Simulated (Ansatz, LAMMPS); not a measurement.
# Amorphous carbon at 2.00 g/cm^3 (96 atoms): relaxation and levels of theory

Which bonds does the relaxation leave, and how do the Kohn-Sham gap, forces and pressure change with k-mesh and functional?

Calculated with Ansatz 0.2.0: Kohn-Sham DFT, PBE, PAW (set soft_2), plane waves; cutoff 420 eV, Γ point, fermi-dirac smearing of 0.025 eV.

In doubt: the hybrid run may have settled on a false gap or state (Ansatz), so the values of those runs are not to be relied on; a hybrid run on one k-point (Ansatz), which bears on gaps.

**The cell**

Density at the start: 2.00 g/cm³. The cell holds 96 atoms: 96 C. Cell: a = 9.852 Å, b = 9.852 Å, c = 9.852 Å, α = 90.0°, β = 90.0°, γ = 90.0°. 96 atoms (96 C) placed at random at 2 g/cm³, melted at 6000 K for 10 ps at fixed volume with the LCBOP (Los and Fasolino, Phys. Rev. B 68, 024107 (2003)). Quenched from 6000 K to 300 K at 200 K/ps and fixed volume, held 5 ps, then minimised at fixed cell.

The atoms were relaxed with PBE. The walk converged after 20 steps, with a largest force component of 0.0322 eV/Å; it began at an r.m.s. force component of 1.2 eV/Å. The energy fell by 127.4 meV an atom.

The input of the reference single point:

```yaml
crystal:
  lattice:
    - [9.8525, 0.0, 0.0]
    - [0.0, 9.8525, 0.0]
    - [0.0, 0.0, 9.8525]
  atoms:
    - { symbol: C, position: [0.71197, 0.2936, 0.83433] }
    - { symbol: C, position: [0.33987, 0.00622, 0.6589] }
    - { symbol: C, position: [0.32431, 0.83091, 0.89407] }
    - { symbol: C, position: [0.51584, 0.58019, 0.40721] }
    [... 90 atom lines left out ...]
    - { symbol: C, position: [0.69121, 0.63434, 0.08117] }
    - { symbol: C, position: [0.42385, 0.64935, 0.49089] }
kpoints:
  mp_grid: { grid: [1, 1, 1] }
hamiltonian:
  xc: pbe
scf:
  occupations: { method: fermi_dirac, width: 0.025 }
output:
  forces: true
  stress: true
  populations: true
  dos:
    method: { smearing: { sigma: 0.08 } }
    de: 0.05
    projected: { site_lists: { C: [C] } }
  eigenvalues: true
  write_density: true
  write_potential: true
  volumetric_format: npy
```

**Bonds after relaxation**

Bonds by pair of elements; cutoffs follow the first minimum of g(r), held within bounds set by covalent radii, and pairs that aren't listed don't count as bonded:

| pair A-B | cutoff (Å) | bonds | mean length (Å) | spread (Å) | shortest (Å) | B about A | A about B |
| --- | --- | --- | --- | --- | --- | --- | --- |
| C-C | 1.85 | 147 | 1.48 | 0.073 | 1.26 | 3.06 | 3.06 |

How many atoms have how many bonded neighbours:

| element | mean | 2 | 3 | 4 |
| --- | --- | --- | --- | --- |
| C | 3.06 | 3 | 84 | 9 |

**Levels of theory**

Single points at the relaxed geometry:

```
functional  k-mesh  Kohn-Sham gap (eV)  pressure (GPa)  r.m.s. force component (eV/Å)  SCF cycles   time
       PBE   1×1×1               0.114           -9.67                          0.007          12   15 s
       PBE   2×2×2             0.022 †           -9.63                          0.126          13  2 min
    r2SCAN   1×1×1               0.126          -12.94                          0.102          12   36 s
    PBEsol   1×1×1               0.115          -12.50                          0.047          12   14 s
```

The gap is that between the highest filled and lowest empty Kohn-Sham level on the run's k-points; † or a dash marks runs with no clear gap, where levels at the Fermi energy are far from full or empty or nearly touch. Cutoffs: 420 eV for PBE and PBEsol; 500 eV for r2SCAN. Times come from shared hosts and are rough.

**Findings**

By these cutoffs 88 % of C atoms have 3 neighbours. The Kohn-Sham gap is 0.11 eV with PBE on the 1×1×1 mesh, and the denser mesh shows no clear gap. On the reference's mesh the gap changes with r2SCAN by +0.01 eV and PBEsol by under 0.01 eV. Against the reference the pressure changes with r2SCAN by -3.3 GPa and PBEsol by -2.8 GPa; a negative change means a smaller volume than PBE would take. The denser mesh moves the energy by +2.7 meV/atom and the pressure by +0.04 GPa. On it the r.m.s. force component is 0.126 eV/Å against 0.007, so the geometry is at rest on the reference mesh alone.

Limits: 1 converged run is left out of the tables as doubtful: HSE06 on 1×1×1 (the hybrid may have settled on a false gap or state). All single points share the geometry relaxed with PBE. The density was set when the cell was made, as one point of a scan, and needn't be that of the real material. One sample; tail or defect levels can set the gap of a disordered cell. The quench rate of 200 K/ps is many orders above laboratory rates, so the cell is likely richer in defects and strain than a real sample. The network of bonds at the start is that of the classical potential that made the cell, and needn't be the one that DFT or experiment would give.

[Logs are printed without paths, hosts, clocks, repeated set-up lines and the standing remarks that a program may print on its own settings, such as how far it seeks lower states.]

[Hosts, paths, dates, database ids (printed as entryN), source tags and the programs' standing remarks are cut or masked in the printed files.]
